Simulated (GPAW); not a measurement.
## Core-hole calculation of the O K edge in HfO2 (Fm-3m)

Aim: the dependence of the O K near-edge features of HfO2 (Fm-3m) on volume.

Method: X-ray absorption from dipole matrix elements to empty bands, plane-wave PAW revPBE, without spin-orbit coupling, in GPAW 26.7.0.

**1. Starting point**

It takes space group Fm-3m (No. 225, cubic). The conventional cell has a = 5.115 Å, b = 5.115 Å, c = 5.115 Å, α = 90.00°, β = 90.00°, γ = 90.00°. Nearest to Hf lie 8 O at 2.21 Å. Nearest to O lie 4 Hf at 2.21 Å. Farther neighbours and most contacts between anions are not listed.

Coordinates:

```cif
data_structure
_symmetry_space_group_name_H-M 'P 1'
_symmetry_Int_Tables_number 1
_cell_length_a 3.6169
_cell_length_b 3.6169
_cell_length_c 3.6169
_cell_angle_alpha 60.000
_cell_angle_beta 60.000
_cell_angle_gamma 60.000
_cell_volume 33.46
loop_
_atom_site_label
_atom_site_type_symbol
_atom_site_fract_x
_atom_site_fract_y
_atom_site_fract_z
_atom_site_occupancy
Hf1 Hf 0.00000 0.00000 0.00000 1
O2 O 0.75000 0.75000 0.75000 1
O3 O 0.25000 0.25000 0.25000 1
```

**2. Ground state of the crystal**

A plain self-consistent run shows whether there is a gap, which decides the set-up of the core-hole run.

Contents of scf.py:

```python
import numpy as np
from ase import Atoms
from ase.parallel import parprint, paropen
from gpaw import GPAW, PW, FermiDirac, Mixer, MixerDif, setup_paths
from gpaw.test import gen
setup_paths.insert(0, '.')
gen('O', name='nch1s', xcname='revPBE', corehole=(1, 0, 0), write_xml=True)
from gpaw.mpi import world
world.barrier()

atoms = Atoms('HfO2',
    cell=[[0, 2.5575, 2.5575],
     [2.5575, 0, 2.5575],
     [2.5575, 2.5575, 0]],
    scaled_positions=[[0, 0, 0],
     [0.75, 0.75, 0.75],
     [0.25, 0.25, 0.25]],
    pbc=True)
atoms.calc = calc = GPAW(legacy_gpaw=True, mode=PW(500), xc='revPBE', setups={1: 'nch1s'},
    kpts={'size': (8, 8, 8), 'gamma': True}, occupations=FermiDirac(0.05),
    charge=0, mixer=Mixer(0.1, 5, 50), maxiter=150,
    convergence={'density': 0.0001}, txt='scf.txt')
energy = atoms.get_potential_energy() + calc.get_reference_energy()
ef = calc.get_fermi_level()
out = dict(energy=energy, fermi=ef, forces=atoms.get_forces().tolist())
parprint(f'all-electron energy {energy:.4f} eV, Fermi level {ef:.4f} eV')
ev = np.array([[calc.get_eigenvalues(k, s) for k in range(len(calc.get_ibz_k_points()))] for s in range(calc.get_number_of_spins())])
out['homo'], out['lumo'], out['counts'] = ev[ev < ef].max(), ev[ev > ef].min(), sorted(set((ev < ef).sum((0, 2)).tolist()))
out['filled'] = (ev[:, 0] < ef).sum(1).tolist()
import json
with paropen('out.json', 'w') as f:
    json.dump(out, f)
```

Launch:

```
OMP_NUM_THREADS=1 mpirun -n 2 gpaw python scf.py
```

Numbers of over 12 decimals in the logs are rounded to 6 here.

Log:

```text
Input parameters:
  convergence: {density: 0.0001}
  kpts: {gamma: True,
         size: (8, 8, 8)}
  maxiter: 150
  mixer: {backend: pulay,
          beta: 0.1,
          method: separate,
          nmaxold: 5,
          weight: 50}
  mode: {ecut: 500.0,
         name: pw}
  occupations: {fixmagmom: False,
                name: fermi-dirac,
                width: 0.05}
  setups: {1: nch1s}
  xc: revPBE

Initialize ...

[... PAW data sets ...]

Reference energy: -413980.185195  # eV

Spin-paired calculation

[... convergence settings ...]
Symmetries present (total): 24
  [... symmetry matrices ...]

512 k-points: 8 x 8 x 8 Monkhorst-Pack grid + [1/16,1/16,1/16]
29 k-points in the irreducible part of the Brillouin zone
       k-points in crystal coordinates                weights
   0:     0.00000000    0.00000000    0.00000000          1/512
   1:     0.12500000    0.12500000    0.00000000          6/512
   2:     0.12500000    0.12500000    0.12500000          8/512
   3:     0.25000000    0.12500000    0.12500000         12/512
   4:     0.25000000    0.25000000    0.00000000          6/512
   5:     0.25000000    0.25000000    0.12500000         24/512
   6:     0.25000000    0.25000000    0.25000000          8/512
   7:     0.37500000    0.25000000   -0.37500000         24/512
   8:     0.37500000    0.25000000    0.12500000         24/512
   9:     0.37500000    0.25000000    0.25000000         24/512
          ...
  28:     0.50000000    0.50000000    0.50000000          4/512

Wave functions: Plane wave expansion
  Cutoff energy: 500.000 eV
  Number of coefficients (min, max): 834, 877
  Pulay-stress correction: 0.000000 eV/Ang^3 (de/decut=0.000000)
  Using FFTW library
  Wavefunction extrapolation:
    Improved wavefunction reuse through dual PAW basis

Occupation numbers: Fermi-Dirac:
  width: 0.0500  # eV

Eigensolver
   Davidson(niter=2)

Densities:
  Coarse grid: 20*20*20 grid
  Fine grid: 40*40*40 grid
  Total Charge: 0.000000

Density mixing:
  Method: separate
  Backend: pulay
  Linear mixing parameter: 0.1
  old densities: 5
  Width of damping distribution: 1.1
  Damping of long wavelength oscillations: 50

[... Hamiltonian set-up ...]
Number of atoms: 3
Number of atomic orbitals: 21
Number of bands in calculation: 19
Number of valence electrons: 24
Bands to converge: occupied

... initialized

Initializing position-dependent things.

Density initialized from atomic densities
Creating initial wave functions:
  19 bands from LCAO basis set

                   O

           O

       Hf

Atomic positions and initial magnetic moments

Positions:
   0 Hf     0.000000    0.000000    0.000000    ( 0.0000,  0.0000,  0.0000)
   1 O      3.836250    3.836250    3.836250    ( 0.0000,  0.0000,  0.0000)
   2 O      1.278750    1.278750    1.278750    ( 0.0000,  0.0000,  0.0000)

Unit cell:
           periodic     x           y           z      points  spacing
  1. axis:    yes    0.000000    2.557500    2.557500    20     0.1477
  2. axis:    yes    2.557500    0.000000    2.557500    20     0.1477
  3. axis:    yes    2.557500    2.557500    0.000000    20     0.1477

  Lengths:   3.616851   3.616851   3.616851
  Angles:   60.000000  60.000000  60.000000

Effective grid spacing dv^(1/3) = 0.1611

iter:   1   -29.943214
iter:   2   -27.987919   -1.14  -0.88
iter:   3   -26.108539   -0.93  -0.99
iter:   4   -26.155690   -2.48  -1.35
iter:   5   -26.135922   -2.10  -1.46
iter:   6   -26.138461   -3.13  -2.37
iter:   7   -26.136248c  -2.94  -2.32
iter:   8   -26.130318c  -3.64  -2.43
iter:   9   -26.130416c  -5.11  -2.93
iter:  10   -26.130237c  -4.67  -3.01
iter:  11   -26.130222c  -6.31  -3.66
iter:  12   -26.130222c  -7.30  -4.51c
iter:  13   -26.130222c  -8.73c -4.61c

Converged after 13 iterations.

Dipole moment: (-0.000000, -0.000000, -0.000000) |e|*Ang

Energy contributions relative to reference atoms: (reference = -413980.185195)

Kinetic:        +16.167687
Potential:      -19.312417
External:        +0.000000
XC:             -22.900625
Entropy (-ST):   -0.000000
Local:           -0.084868
SIC:             +0.000000
--------------------------
Free energy:    -26.130222
Extrapolated:   -26.130222

Showing only first 2 kpts
 Kpt  Band  Eigenvalues  Occupancy
  0    10      7.62665    2.00000
  0    11      7.62665    2.00000
  0    12     12.09316    0.00000
  0    13     12.09316    0.00000

  1    10      7.63394    2.00000
  1    11      7.63415    2.00000
  1    12     12.28158    0.00000
  1    13     12.48869    0.00000

Fermi level: 9.25508

Gap: 3.807 eV
Transition (v -> c):
  (s=0, k=24, n=11, [0.50, 0.50, 0.00]) -> (s=0, k=24, n=12, [0.50, 0.50, 0.00])
No difference between direct/indirect transitions

Forces in eV/Ang:
  0 Hf   -0.00000    0.00000   -0.00000
  1 O    -0.00000    0.00000   -0.00000
  2 O     0.00000   -0.00000    0.00000
Scalar-relativistic atomic revPBE calculation for O (Oxygen, Z=8)
Core hole in 1s state (1s occupation: 2.0)
300 radial gridpoints.
|------------------------------------------------|
|------------------------------------------------|
[... the atom generator's iteration count ...]

Energy contributions:
-------------------------
Kinetic:      +74.948550
XC:            -8.337853
Potential:   -141.669605
-------------------------
Total:        -75.058908

state      eigenvalue         ekin         rmax
-----------------------------------------------
1s^2.0 :   -18.924438    29.190860        0.129
2s^2.0 :    -0.881898     3.219331        0.871
2p^4.0 :    -0.329595     2.532042        0.821
-----------------------------------------------
(units: Bohr and Hartree)

Generating PAW setup
Kinetic energy of the core from tauc = 58.428538
Cutoffs:
rc(s)=1.300
rc(p)=1.130
rc(d)=1.170
rc(vbar)=1.300
rc(comp)=1.260
rc(nct)=1.300

Kinetic energy of the core states: 58.381721
Charge: 0.0
Core electrons: 2.0
Valence electrons: 6.0
Pseudo-core charge: 0.000732
Shape function alpha=6.299
Pseudo-electron charge 5.684612
state    eigenvalue         norm
--------------------------------
2s(2) :    -0.881898     1.082464
*s    :     0.118102
2p(4) :    -0.329595     0.879738
*p    :     0.670405
*d    :     0.000000
--------------------------------

Diagonalizing with gridspacing h=0.050

state   all-electron     PAW
-------------------------------
2s:      -0.881898    -0.883008
2p:      -0.329595    -0.333354
*d:                    0.048653
*f:                    0.076486
-------------------------------
all-electron energy -414006.3154 eV, Fermi level 9.2551 eV
```

Wall time 7.9 s (2 MPI ranks of Arm Neoverse V1, shared host); peak memory 0.18 GiB.

The mesh shows a gap of 3.81 eV, so the hole is first treated in a charged cell, without the excited electron.

**3. Reference energy of the supercell**

The photon energy needs a difference of total energies, so the cell and mesh of the coming hole run are first run without a hole.

Changes to scf.py since step 2:

```diff
@@ -10,12 +10,27 @@
 
-atoms = Atoms('HfO2',
-    cell=[[0, 2.5575, 2.5575],
-     [2.5575, 0, 2.5575],
-     [2.5575, 2.5575, 0]],
+atoms = Atoms('Hf6O12',
+    cell=[[2.5575, 5.115, -2.5575],
+     [5.115, -2.5575, 2.5575],
+     [2.5575, -5.115, -2.5575]],
     scaled_positions=[[0, 0, 0],
-     [0.75, 0.75, 0.75],
-     [0.25, 0.25, 0.25]],
+     [0.5, 0, 0.5],
+     [0, 0.33333333, 0.33333333],
+     [0.5, 0.66666667, 0.16666667],
+     [0.5, 0.33333333, 0.83333333],
+     [0, 0.66666667, 0.66666667],
+     [0.375, 0, 0.125],
+     [0.875, 0, 0.625],
+     [0.375, 0.33333333, 0.45833333],
+     [0.875, 0.66666667, 0.29166667],
+     [0.875, 0.33333333, 0.95833333],
+     [0.375, 0.66666667, 0.79166667],
+     [0.125, 0.33333333, 0.70833333],
+     [0.625, 0.33333333, 0.20833333],
+     [0.125, 0.66666667, 0.04166667],
+     [0.625, 0, 0.875],
+     [0.625, 0.66666667, 0.54166667],
+     [0.125, 0, 0.375]],
     pbc=True)
-atoms.calc = calc = GPAW(legacy_gpaw=True, mode=PW(500), xc='revPBE', setups={1: 'nch1s'},
-    kpts={'size': (8, 8, 8), 'gamma': True}, occupations=FermiDirac(0.05),
+atoms.calc = calc = GPAW(legacy_gpaw=True, mode=PW(500), xc='revPBE', setups={6: 'nch1s'},
+    kpts={'size': (2, 3, 3), 'gamma': True}, occupations=FermiDirac(0.02),
     charge=0, mixer=Mixer(0.1, 5, 50), maxiter=150,
```

Log:

```text
Input parameters:
  convergence: {density: 0.0001}
  kpts: {gamma: True,
         size: (2, 3, 3)}
  maxiter: 150
  mixer: {backend: pulay,
          beta: 0.1,
          method: separate,
          nmaxold: 5,
          weight: 50}
  mode: {ecut: 500.0,
         name: pw}
  occupations: {fixmagmom: False,
                name: fermi-dirac,
                width: 0.02}
  setups: {6: nch1s}
  xc: revPBE

Initialize ...

[...]
2s(2) :    -0.881898     1.082464
*s    :     0.118102
2p(4) :    -0.329595     0.879738
*p    :     0.670405
*d    :     0.000000
--------------------------------

Diagonalizing with gridspacing h=0.050

state   all-electron     PAW
-------------------------------
2s:      -0.881898    -0.883008
2p:      -0.329595    -0.333354
*d:                    0.048653
*f:                    0.076486
-------------------------------
all-electron energy -2484037.9089 eV, Fermi level 9.4856 eV
[key lines of the parts left out:]
Converged after 24 iterations.
Dipole moment: (-0.000000, 0.000000, 0.000000) |e|*Ang
Free energy:   -156.798427
Fermi level: 9.48564
```

Elapsed: 2.1 min, on 2 MPI ranks; peak memory 0.37 GiB.

Reference energy: -2484037.909 eV with the cores included.

(Part 1 of 3 ends here.)

[Banner, clock and machine lines of the logs are left out without a mark of their own.]

[Logs are printed without paths, hosts, clocks, repeated set-up lines and the standing remarks that a program may print on its own settings, such as how far it seeks lower states.]

[Hosts, paths, dates, database ids (printed as entryN), source tags and the programs' standing remarks are cut or masked in the printed files.]

[Lists of maxima count a maximum above −3 eV only where it reaches 4 % of the highest in the window and stands out from its surroundings by 2 % of it (1.5 % where it reaches 55 %); shoulders and weaker maxima are passed over, and of the rest the first, up to two pre-edge ones and the few strongest are named.]
